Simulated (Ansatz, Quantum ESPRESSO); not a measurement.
# Screening and band shifts of 1T-PtS2, 1 layer, part 3 of 6

Aim: how 1T-PtS2, 1 layer screens a field along its normal, and what the field does to its bands.

Quantum ESPRESSO 7.5; plane-wave DFT, vdW-DF-cx, GBRV ultrasoft pseudopotentials made under PBE; geometry and cross-check by Ansatz 0.2.0 with PAW datasets.

So far. Step 3 (SCF with pw.x: no field): The run needed 13 iterations to bring the estimated error under 1e-09 Ry; the largest force on any atom, held or free, is 0.17 eV/Å. Step 4 (Electrostatic potential): The vacuum is flat to 0.1 meV/Å, so its level is well defined. Inside the slab the curve depends on the local part of the pseudopotentials; only the vacuum level has a meaning of its own.

### 5. Band structure: no field

A bands run reads the converged density and follows the path given under K_POINTS.

f0.bands.in reads:

```
&control
  prefix = 'f0.bands'
  outdir = './out'
  pseudo_dir = './pseudo'
  calculation = 'bands'
  tefield = .true.
  dipfield = .true.
/
&system
  ibrav = 0
  nat = 3
  ntyp = 2
  ecutwfc = 40
  ecutrho = 200
  input_dft = 'vdw-df-cx'
  occupations = 'smearing'
  smearing = 'fd'
  degauss = 0.004
  edir = 3
  emaxpos = 0.97
  eopreg = 0.04
  eamp = 0.0
  nbnd = 20
/
&electrons
  conv_thr = 1e-07
  mixing_beta = 0.4
  electron_maxstep = 120
  mixing_mode = 'local-TF'
/
ATOMIC_SPECIES
  S   32.0600  s_pbe_v1.4.uspp.F.UPF
  Pt  195.0840  pt_pbe_v1.4.uspp.F.UPF
CELL_PARAMETERS angstrom
  3.57420286974912 -0.00000000000000 0.00000000000000
  -1.78710143487456 3.09535048348198 -0.00000000000000
  0.00000000000000 0.00000000000000 19.01408639340000
ATOMIC_POSITIONS crystal
  S   0.666666666667 0.333333333333 0.435362688202
  Pt  -0.000000000000 0.000000000000 0.499999984956
  S   0.333333333333 0.666666666667 0.564637326843
K_POINTS crystal_b
4
  0.0000000000 0.0000000000 0.0000000000 14
  0.5000000000 0.0000000000 0.0000000000 14
  0.3333333333 0.3333333333 0.0000000000 14
  0.0000000000 0.0000000000 0.0000000000 1
```

Command:

```sh
$ cp -r out/f0.save out/f0.bands.save
$ cp out/f0.xml out/f0.bands.xml
$ OMP_NUM_THREADS=1 mpirun -n 4 pw.x -nk 4 -in f0.bands.in > f0.bands.out
```

The program printed:

```text
[banner, memory and clock lines left out]
Program PWSCF v.7.5 starts

          URL

     Presently no symmetry can be used with electric field

     IMPORTANT: XC functional enforced from input :
     Exchange-correlation= VDW-DF-CX
                           (   1   4  27   0   1   0   0)
     Any further DFT definition will be discarded
     Please, verify this is what you really want

     Atomic positions and unit cell read from directory:
     ./out/f0.bands.save/

     G-vector sticks info

     bravais-lattice index     =            0
     lattice parameter (alat)  =       6.7543  a.u.
     unit-cell volume          =    1419.5840 (a.u.)^3
     number of atoms/cell      =            3
     number of atomic types    =            2
     number of electrons       =        28.00
     number of Kohn-Sham states=           20
     kinetic-energy cutoff     =      40.0000  Ry
     charge density cutoff     =     200.0000  Ry
     Exchange-correlation= VDW-DF-CX
                           (   1   4  27   0   1   0   0)

     celldm(1)=   6.754265  celldm(2)=   0.000000  celldm(3)=   0.000000
     celldm(4)=   0.000000  celldm(5)=   0.000000  celldm(6)=   0.000000

     crystal axes: (cart. coord. in units of alat)
               a(1) = (   1.000000  -0.000000   0.000000 )
               a(2) = (  -0.500000   0.866025  -0.000000 )
               a(3) = (   0.000000   0.000000   5.319812 )

     reciprocal axes: (cart. coord. in units 2 pi/alat)
               b(1) = (  1.000000  0.577350 -0.000000 )
               b(2) = (  0.000000  1.154701 -0.000000 )
               b(3) = (  0.000000  0.000000  0.187977 )

     PseudoPot. # 1 for S  read from file:
     ./pseudo/s_pbe_v1.4.uspp.F.UPF
     Pseudo is Ultrasoft + core correction, Zval =  6.0
     Generated by new atomic code, or converted to UPF format
     Using radial grid of  907 points,  6 beta functions with:
                l(1) =   0
                l(2) =   0
                l(3) =   1
                l(4) =   1
                l(5) =   2
                l(6) =   2
     Q(r) pseudized with  8 coefficients,  rinner =    1.300   1.300   1.300
                                                       1.300   1.300

     PseudoPot. # 2 for Pt read from file:
     ./pseudo/pt_pbe_v1.4.uspp.F.UPF
     Pseudo is Ultrasoft + core correction, Zval = 16.0
     Generated by new atomic code, or converted to UPF format
     Using radial grid of  985 points,  6 beta functions with:
                l(1) =   0
                l(2) =   0
                l(3) =   1
                l(4) =   1
                l(5) =   2
                l(6) =   2
     Q(r) pseudized with  8 coefficients,  rinner =    1.300   1.300   1.300
                                                       1.300   1.300

     atomic species   valence    mass     pseudopotential
     S                 6.00    32.06000     S ( 1.00)
     Pt               16.00   195.08400     Pt( 1.00)

     No symmetry found

   Cartesian axes

     site n.     atom                  positions (alat units)
         1        S      tau(   1) = (   0.5000000   0.2886751   2.3160475  )
         2        Pt     tau(   2) = (   0.0000000   0.0000000   2.6599058  )
         3        S      tau(   3) = (  -0.0000000   0.5773503   3.0037643  )

     number of k points=    43  Fermi-Dirac smearing, width (Ry)=  0.0040
                       cart. coord. in units 2pi/alat
        k(    1) = (   0.0000000   0.0000000   0.0000000), wk =   0.0465116
        k(    2) = (   0.0357143   0.0206197   0.0000000), wk =   0.0465116
        k(    3) = (   0.0714286   0.0412393   0.0000000), wk =   0.0465116
        k(    4) = (   0.1071429   0.0618590   0.0000000), wk =   0.0465116
        k(    5) = (   0.1428571   0.0824786   0.0000000), wk =   0.0465116
        k(    6) = (   0.1785714   0.1030983   0.0000000), wk =   0.0465116
        k(    7) = (   0.2142857   0.1237179   0.0000000), wk =   0.0465116
        k(    8) = (   0.2500000   0.1443376   0.0000000), wk =   0.0465116
        k(    9) = (   0.2857143   0.1649572   0.0000000), wk =   0.0465116
        k(   10) = (   0.3214286   0.1855769   0.0000000), wk =   0.0465116
        k(   11) = (   0.3571429   0.2061965   0.0000000), wk =   0.0465116
        k(   12) = (   0.3928571   0.2268162   0.0000000), wk =   0.0465116
        k(   13) = (   0.4285714   0.2474358   0.0000000), wk =   0.0465116
        k(   14) = (   0.4642857   0.2680555   0.0000000), wk =   0.0465116
        k(   15) = (   0.5000000   0.2886751   0.0000000), wk =   0.0465116
        k(   16) = (   0.4880952   0.3092948   0.0000000), wk =   0.0465116
        k(   17) = (   0.4761905   0.3299144   0.0000000), wk =   0.0465116
        k(   18) = (   0.4642857   0.3505341   0.0000000), wk =   0.0465116
        k(   19) = (   0.4523810   0.3711537   0.0000000), wk =   0.0465116
        k(   20) = (   0.4404762   0.3917734   0.0000000), wk =   0.0465116
        k(   21) = (   0.4285714   0.4123930   0.0000000), wk =   0.0465116
        k(   22) = (   0.4166667   0.4330127   0.0000000), wk =   0.0465116
        k(   23) = (   0.4047619   0.4536324   0.0000000), wk =   0.0465116
        k(   24) = (   0.3928571   0.4742520   0.0000000), wk =   0.0465116
        k(   25) = (   0.3809524   0.4948717   0.0000000), wk =   0.0465116
        k(   26) = (   0.3690476   0.5154913   0.0000000), wk =   0.0465116
        k(   27) = (   0.3571429   0.5361110   0.0000000), wk =   0.0465116
        k(   28) = (   0.3452381   0.5567306   0.0000000), wk =   0.0465116
        k(   29) = (   0.3333333   0.5773503   0.0000000), wk =   0.0465116
        k(   30) = (   0.3095238   0.5361110   0.0000000), wk =   0.0465116
        k(   31) = (   0.2857143   0.4948717   0.0000000), wk =   0.0465116
        k(   32) = (   0.2619048   0.4536324   0.0000000), wk =   0.0465116
        k(   33) = (   0.2380952   0.4123930   0.0000000), wk =   0.0465116
        k(   34) = (   0.2142857   0.3711537   0.0000000), wk =   0.0465116
        k(   35) = (   0.1904762   0.3299144   0.0000000), wk =   0.0465116
        k(   36) = (   0.1666667   0.2886751   0.0000000), wk =   0.0465116
        k(   37) = (   0.1428571   0.2474358   0.0000000), wk =   0.0465116
        k(   38) = (   0.1190476   0.2061965   0.0000000), wk =   0.0465116
        k(   39) = (   0.0952381   0.1649572   0.0000000), wk =   0.0465116
        k(   40) = (   0.0714286   0.1237179   0.0000000), wk =   0.0465116
        k(   41) = (   0.0476190   0.0824786   0.0000000), wk =   0.0465116
        k(   42) = (   0.0238095   0.0412393   0.0000000), wk =   0.0465116
        k(   43) = (   0.0000000   0.0000000   0.0000000), wk =   0.0465116

[...]
-5.8694  -4.8066  -4.2508  -4.0631  -3.7673  -3.2245   0.3995   0.7099
     3.2678   4.6790   5.5141   5.6753

          k = 0.4643 0.2681 0.0000 (  6082 PWs)   bands (ev):

   -54.9784 -54.9640 -54.8527 -14.6177 -14.2383  -8.4653  -7.1745  -6.3143
    -5.9033  -4.5874  -4.3230  -4.0286  -4.0019  -3.4486   0.5079   0.7357
     3.2707   4.5528   5.8492   6.0659

          k = 0.5000 0.2887 0.0000 (  6082 PWs)   bands (ev):

   -54.9787 -54.9641 -54.8526 -14.5958 -14.2351  -8.5091  -7.1730  -6.2155
    -5.9545  -4.4219  -4.3616  -4.2082  -3.9186  -3.5719   0.5455   0.7446
     3.2755   4.5059   5.9830   6.4331

          k = 0.4881 0.3093 0.0000 (  6072 PWs)   bands (ev):

   -54.9786 -54.9641 -54.8526 -14.5929 -14.2358  -8.5028  -7.1762  -6.2150
    -5.9496  -4.4230  -4.3808  -4.3099  -3.8126  -3.5646   0.5417   0.7219
     3.2920   4.5368   5.9951   6.4378

          k = 0.4762 0.3299 0.0000 (  6084 PWs)   bands (ev):

   -54.9785 -54.9643 -54.8526 -14.5844 -14.2377  -8.4840  -7.1855  -6.2141
    -5.9354  -4.5476  -4.4260  -4.3585  -3.6409  -3.5431   0.5302   0.6570
     3.3408   4.6255   6.0315   6.4516

          k = 0.4643 0.3505 0.0000 (  6088 PWs)   bands (ev):

   -54.9784 -54.9647 -54.8526 -14.5704 -14.2407  -8.4529  -7.1998  -6.2141
    -5.9134  -4.7677  -4.4295  -4.3763  -3.5096  -3.4734   0.5108   0.5589
     3.4204   4.7622   6.0929   6.4734

          k = 0.4524 0.3712 0.0000 (  6096 PWs)   bands (ev):

   -54.9781 -54.9651 -54.8526 -14.5514 -14.2449  -8.4096  -7.2176  -6.2183
    -5.8853  -4.9908  -4.4322  -4.3976  -3.4668  -3.3214   0.4391   0.4833
     3.5278   4.9333   6.1799   6.5004

          k = 0.4405 0.3918 0.0000 (  6092 PWs)   bands (ev):

   -54.9778 -54.9657 -54.8526 -14.5280 -14.2501  -8.3545  -7.2372  -6.2323
    -5.8534  -5.2042  -4.4329  -4.4236  -3.4176  -3.1884   0.3098   0.4477
     3.6587   5.1250   6.2922   6.5229

          k = 0.4286 0.4124 0.0000 (  6100 PWs)   bands (ev):

   -54.9775 -54.9663 -54.8525 -14.5010 -14.2560  -8.2880  -7.2572  -6.2666
    -5.8196  -5.3935  -4.4542  -4.4310  -3.3650  -3.0762   0.1817   0.4041
     3.8073   5.3249   6.4273   6.5150

          k = 0.4167 0.4330 0.0000 (  6082 PWs)   bands (ev):

   -54.9771 -54.9671 -54.8525 -14.4713 -14.2625  -8.2105  -7.2761  -6.3352
    -5.7858  -5.5416  -4.4887  -4.4269  -3.3116  -2.9855   0.0643   0.3532
     3.9658   5.5243   6.4716   6.5788

          k = 0.4048 0.4536 0.0000 (  6060 PWs)   bands (ev):

   -54.9766 -54.9678 -54.8524 -14.4402 -14.2695  -8.1230  -7.2928  -6.4482
    -5.7532  -5.6360  -4.5262  -4.4216  -3.2592  -2.9166  -0.0349   0.2958
     4.1249   5.7186   6.4226   6.7371

          k = 0.3929 0.4743 0.0000 (  6073 PWs)   bands (ev):

   -54.9761 -54.9687 -54.8524 -14.4088 -14.2766  -8.0263  -7.3066  -6.5987
    -5.7230  -5.6812  -4.5653  -4.4168  -3.2086  -2.8696  -0.1104   0.2333
     4.2739   5.9071   6.3876   6.8265

          k = 0.3810 0.4949 0.0000 (  6073 PWs)   bands (ev):

   -54.9755 -54.9696 -54.8524 -14.3787 -14.2835  -7.9217  -7.3170  -6.7689
    -5.6962  -5.6933  -4.6043  -4.4143  -3.1596  -2.8443  -0.1588   0.1674
     4.4022   6.0911   6.3782   6.8907

          k = 0.3690 0.5155 0.0000 (  6081 PWs)   bands (ev):

   -54.9749 -54.9705 -54.8523 -14.3516 -14.2901  -7.8112  -7.3235  -6.9424
    -5.6870  -5.6736  -4.6409  -4.4154  -3.1107  -2.8402  -0.1790   0.1001
     4.5010   6.2711   6.4003   6.9510

          k = 0.3571 0.5361 0.0000 (  6069 PWs)   bands (ev):

   -54.9743 -54.9713 -54.8523 -14.3291 -14.2961  -7.6982  -7.3263  -7.1068
    -5.6727  -5.6567  -4.6718  -4.4198  -3.0599  -2.8567  -0.1722   0.0332
     4.5666   6.4449   6.4537   7.0026

          k = 0.3452 0.5567 0.0000 (  6061 PWs)   bands (ev):

   -54.9736 -54.9721 -54.8523 -14.3130 -14.3012  -7.5918  -7.3254  -7.2478
    -5.6578  -5.6474  -4.6934  -4.4256  -3.0055  -2.8927  -0.1415  -0.0313
     4.6013   6.5324   6.5962   7.0400

          k = 0.3333 0.5774 0.0000 (  6063 PWs)   bands (ev):

   -54.9729 -54.9729 -54.8523 -14.3052 -14.3051  -7.5340  -7.3213  -7.3212
    -5.6478  -5.6478  -4.7015  -4.4287  -2.9463  -2.9463  -0.0916  -0.0916
     4.6111   6.6268   6.6268   6.9849

          k = 0.3095 0.5361 0.0000 (  6079 PWs)   bands (ev):

   -54.9741 -54.9714 -54.8523 -14.3200 -14.3086  -7.6651  -7.3054  -7.1626
    -5.6852  -5.6573  -4.6637  -4.4056  -3.0955  -2.8139  -0.1948   0.0433
     4.5860   6.2043   6.8035   6.9398

          k = 0.2857 0.4949 0.0000 (  6047 PWs)   bands (ev):

   -54.9749 -54.9699 -54.8524 -14.3829 -14.3051  -7.7736  -7.2857  -6.9591
    -5.7705  -5.7088  -4.5522  -4.3156  -3.2714  -2.6700  -0.2704   0.1837
     4.5389   5.7423   6.4283   6.9696

          k = 0.2619 0.4536 0.0000 (  6057 PWs)   bands (ev):

   -54.9751 -54.9684 -54.8525 -14.4965 -14.2935  -7.7889  -7.2726  -6.8081
    -5.8780  -5.7831  -4.4028  -4.1494  -3.4158  -2.5281  -0.3167   0.2812
     4.4964   5.3428   5.8856   6.6206

          k = 0.2381 0.4124 0.0000 (  6067 PWs)   bands (ev):

   -54.9747 -54.9670 -54.8527 -14.6556 -14.2737  -7.7188  -7.2799  -6.7322
    -5.9681  -5.8602  -4.2967  -3.9175  -3.4331  -2.4018  -0.3324   0.2984
     4.4701   5.0095   5.3665   6.1487

          k = 0.2143 0.3712 0.0000 (  6047 PWs)   bands (ev):

   -54.9737 -54.9656 -54.8530 -14.8492 -14.2459  -7.5920  -7.3182  -6.7222
    -6.0078  -5.9356  -4.2858  -3.6363  -3.2666  -2.3026  -0.3138   0.2220
     4.4528   4.7160   4.9082   5.6897

          k = 0.1905 0.3299 0.0000 (  6043 PWs)   bands (ev):

   -54.9723 -54.9643 -54.8532 -15.0631 -14.2114  -7.4618  -7.3864  -6.7406
    -6.0019  -5.9842  -4.3053  -3.3255  -2.9959  -2.2396  -0.2531   0.0718
     4.3159   4.4285   4.6504   5.2643

          k = 0.1667 0.2887 0.0000 (  6067 PWs)   bands (ev):

   -54.9704 -54.9631 -54.8536 -15.2832 -14.1722  -7.4711  -7.3956  -6.7650
    -6.0100  -5.9040  -4.2954  -3.0115  -2.7162  -2.2191  -0.1405  -0.1025
     3.9792   4.1368   4.6668   4.8900

          k = 0.1429 0.2474 0.0000 (  6065 PWs)   bands (ev):

   -54.9682 -54.9620 -54.8539 -15.4968 -14.1305  -7.5556  -7.4147  -6.8315
    -5.8949  -5.7828  -4.2370  -2.7333  -2.4849  -2.2460  -0.2293   0.0280
     3.6448   3.8537   4.4952   4.8265

          k = 0.1190 0.2062 0.0000 (  6063 PWs)   bands (ev):

   -54.9660 -54.9612 -54.8542 -15.6933 -14.0890  -7.6281  -7.4824  -6.9497
    -5.6850  -5.6369  -4.1213  -2.5388  -2.3297  -2.3219  -0.2318   0.2406
     3.3493   3.5951   4.1876   4.9672

          k = 0.0952 0.1650 0.0000 (  6045 PWs)   bands (ev):

   -54.9638 -54.9604 -54.8545 -15.8644 -14.0506  -7.6828  -7.5639  -7.0828
    -5.4819  -5.4644  -3.9382  -2.4844  -2.4082  -2.2548  -0.0701   0.4680
     3.0967   3.3722   3.9097   4.9067

          k = 0.0714 0.1237 0.0000 (  6045 PWs)   bands (ev):

   -54.9618 -54.9598 -54.8548 -16.0036 -14.0178  -7.7194  -7.6403  -7.2022
    -5.3336  -5.2892  -3.6893  -2.6112  -2.4172  -2.2527   0.2218   0.6748
     2.8880   3.1920   3.6712   4.5562

          k = 0.0476 0.0825 0.0000 (  6053 PWs)   bands (ev):

   -54.9603 -54.9594 -54.8550 -16.1062 -13.9927  -7.7406  -7.7012  -7.2937
    -5.2087  -5.1749  -3.4040  -2.7473  -2.4437  -2.3128   0.5614   0.8335
     2.7266   3.0592   3.4839   4.2114

          k = 0.0238 0.0412 0.0000 (  6067 PWs)   bands (ev):

   -54.9594 -54.9592 -54.8551 -16.1690 -13.9770  -7.7508  -7.7402  -7.3503
    -5.1243  -5.1135  -3.1414  -2.8434  -2.4722  -2.4156   0.8465   0.9301
     2.6215   2.9769   3.3634   3.9381

          k = 0.0000 0.0000 0.0000 (  6061 PWs)   bands (ev):

   -54.9591 -54.9591 -54.8552 -16.1902 -13.9716  -7.7537  -7.7537  -7.3694
    -5.0943  -5.0943  -3.0151  -2.8779  -2.4838  -2.4838   0.9621   0.9621
     2.5845   2.9487   3.3219   3.8288

     XML data file, pseudopotentials, collected wavefunctions

                                        0.00s GPU  (     520 calls)

Note: The following floating-point exceptions are signalling: IEEE_UNDERFLOW_FLAG
Note: The following floating-point exceptions are signalling: IEEE_UNDERFLOW_FLAG
Note: The following floating-point exceptions are signalling: IEEE_UNDERFLOW_FLAG
Note: The following floating-point exceptions are signalling: IEEE_UNDERFLOW_FLAG
[key lines of the parts left out:]
Dipole field         -0.0000 Ry au,
```

Wall time 75 s (4 MPI ranks of Arm Neoverse N1, shared host); peak memory 0.51 GiB.

This step gave:

* conduction bottom, on the run's zero: -0.4798 eV

Band numbers count within the set of bands kept for display. The electronic bands at the labelled points (eV, zero at the highest filled level of the SCF mesh; v1 is the highest filled band, c1 the lowest empty one):

| point | v4 | v3 | v2 | v1 | c1 | c2 | c3 | c4 |
| --- | --- | --- | --- | --- | --- | --- | --- | --- |
| Γ | -0.80 | -0.66 | -0.26 | -0.26 | 3.18 | 3.18 | 4.80 | 5.17 |
| halfway | -2.02 | -0.42 | -0.41 | -0.15 | 1.74 | 2.75 | 5.83 | 6.01 |
| M | -2.14 | -1.99 | -1.70 | -1.35 | 2.76 | 2.96 | 5.49 | 6.73 |
| halfway | -2.27 | -2.21 | -1.09 | -0.77 | 2.28 | 2.57 | 6.18 | 7.74 |
| K | -2.48 | -2.21 | -0.73 | -0.73 | 2.13 | 2.13 | 6.83 | 8.85 |
| halfway | -2.08 | -0.79 | -0.50 | 0.00 | 2.08 | 2.12 | 6.20 | 6.36 |
| Γ | -0.80 | -0.66 | -0.26 | -0.26 | 3.18 | 3.18 | 4.80 | 5.17 |

Along this path the valence top lies between K and Γ and the conduction bottom between Γ and M.

### 6. SCF with pw.x: field 0.1 V/Å

eamp is the field in Hartree atomic units (1 a.u. = 51.42 V/Å). With dipfield on, it is the field in the vacuum beside an isolated sheet. The run starts from the density of the one before.

f1.in reads:

```
&control
  prefix = 'f1'
  outdir = './out'
  pseudo_dir = './pseudo'
  calculation = 'scf'
  tprnfor = .true.
  tefield = .true.
  dipfield = .true.
/
&system
  ibrav = 0
  nat = 3
  ntyp = 2
  ecutwfc = 40
  ecutrho = 200
  input_dft = 'vdw-df-cx'
  occupations = 'smearing'
  smearing = 'fd'
  degauss = 0.004
  edir = 3
  emaxpos = 0.97
  eopreg = 0.04
  eamp = 0.00194469
/
&electrons
  conv_thr = 1e-09
  mixing_beta = 0.4
  electron_maxstep = 120
  mixing_mode = 'plain'
  startingpot = 'file'
/
ATOMIC_SPECIES
  S   32.0600  s_pbe_v1.4.uspp.F.UPF
  Pt  195.0840  pt_pbe_v1.4.uspp.F.UPF
CELL_PARAMETERS angstrom
  3.57420286974912 -0.00000000000000 0.00000000000000
  -1.78710143487456 3.09535048348198 -0.00000000000000
  0.00000000000000 0.00000000000000 19.01408639340000
ATOMIC_POSITIONS crystal
  S   0.666666666667 0.333333333333 0.435362688202
  Pt  -0.000000000000 0.000000000000 0.499999984956
  S   0.333333333333 0.666666666667 0.564637326843
K_POINTS automatic
  12 12 1 0 0 0
```

Command:

```sh
$ cp -r out/f0.save out/f1.save
$ OMP_NUM_THREADS=1 mpirun -n 4 pw.x -nk 4 -in f1.in > f1.out
```

The program printed:

```text
[banner, memory and clock lines left out]
Program PWSCF v.7.5 starts
[...]
number of electrons       =        28.00
     number of Kohn-Sham states=           18
     kinetic-energy cutoff     =      40.0000  Ry
     charge density cutoff     =     200.0000  Ry
[...]
number of k points=    74  Fermi-Dirac smearing, width (Ry)=  0.0040
[...]
Dense  grid:    67889 G-vectors     FFT dimensions: (  32,  32, 162)
[...]
The initial density is read from file :
[...]
negative rho (up, down):  1.725E-01 0.000E+00
[...]
Starting wfcs are   20 randomized atomic wfcs
[...]
negative rho (up, down):  1.726E-01 0.000E+00
[...]
estimated scf accuracy    <       0.00903633 Ry
[...]
negative rho (up, down):  1.726E-01 0.000E+00
[...]
estimated scf accuracy    <       0.10990237 Ry
[...]
negative rho (up, down):  1.725E-01 0.000E+00
[...]
estimated scf accuracy    <       0.00007822 Ry
[...]
negative rho (up, down):  1.725E-01 0.000E+00
[...]
estimated scf accuracy    <       0.00000697 Ry
[...]
negative rho (up, down):  1.725E-01 0.000E+00
[...]
estimated scf accuracy    <       0.00000038 Ry
[...]
negative rho (up, down):  1.725E-01 0.000E+00
[...]
estimated scf accuracy    <       0.00000010 Ry
[...]
negative rho (up, down):  1.725E-01 0.000E+00
[...]
estimated scf accuracy    <       0.00000002 Ry
[...]
negative rho (up, down):  1.725E-01 0.000E+00
[...]
estimated scf accuracy    <          3.2E-09 Ry
[...]
negative rho (up, down):  1.725E-01 0.000E+00
[...]
Computed dipole along edir(3) :
        Dipole                0.0514 Ry au,          0.1307 Debye
        Dipole field          0.0005 Ry au,
        E field amplitude [Ha a.u.]:  1.9447E-03
        Potential amp.        0.1027 Ry
        Total length         34.4942 bohr
[...]
the Fermi energy is    -1.3104 ev
!    total energy              =    -258.60383570 Ry
     estimated scf accuracy    <          7.2E-10 Ry
     smearing contrib. (-TS)   =      -0.00000000 Ry
     internal energy E=F+TS    =    -258.60383570 Ry
[...]
one-electron contribution =   -1077.47762823 Ry
     hartree contribution      =     541.45349936 Ry
     xc contribution           =     -73.30722108 Ry
     ewald contribution        =     350.72769088 Ry
     electric field correction =      -0.00017663 Ry
     convergence has been achieved in   9 iterations
     negative rho (up, down):  1.725E-01 0.000E+00
[...]
Total force =     0.009079     Total SCF correction =     0.000179
[...]
```

It took 2.1 min on 4 MPI ranks; peak memory 0.89 GiB; 8.3 min of CPU time.

Read from the output:

* free energy: -3518.4844 eV
* Fermi energy: -1.310 eV
* dipole along the normal: 0.02721 e·Å
* valence top, on the run's zero: -2.205 eV
* conduction bottom, on the run's zero: -0.4658 eV

The dipole goes from -0.0000 to 0.0272 e Å, 0.2721 e Å per V/Å.

### 7. Potential by pp.x

f1.pot.in reads:

```
&inputpp
  prefix = 'f1'
  outdir = './out'
  filplot = 'f1.pot.dat'
  plot_num = 11
/
```

Command:

```sh
$ OMP_NUM_THREADS=1 mpirun -n 4 pp.x -in f1.pot.in > f1.pot.out
```

Run time: 31 s. Hardware: 4 MPI ranks; peak memory 0.21 GiB.

Numbers from this step:

```
slope of the potential above                                          : 0.1000 eV/Å
upper vacuum line continued to the top atoms, over the valence top    : 6.365 eV
slope of the potential below                                          : 0.09994 eV/Å
lower vacuum line continued to the bottom atoms, over the valence top : 6.564 eV
```

The slope in the vacuum is 0.100 eV/Å for an applied 0.10 V/Å, as it should be.

[end of part 3 of 6]

[Logs are printed without paths, hosts, clocks, repeated set-up lines and the standing remarks that a program may print on its own settings, such as how far it seeks lower states.]

[Hosts, paths, dates, database ids (printed as entryN), source tags and the programs' standing remarks are cut or masked in the printed files.]

[Maps of the electrostatic potential energy from Ansatz leave out the sawtooth potential of an applied field or a dipole correction, so their vacuum need not be flat; planar profiles and work functions include it.]
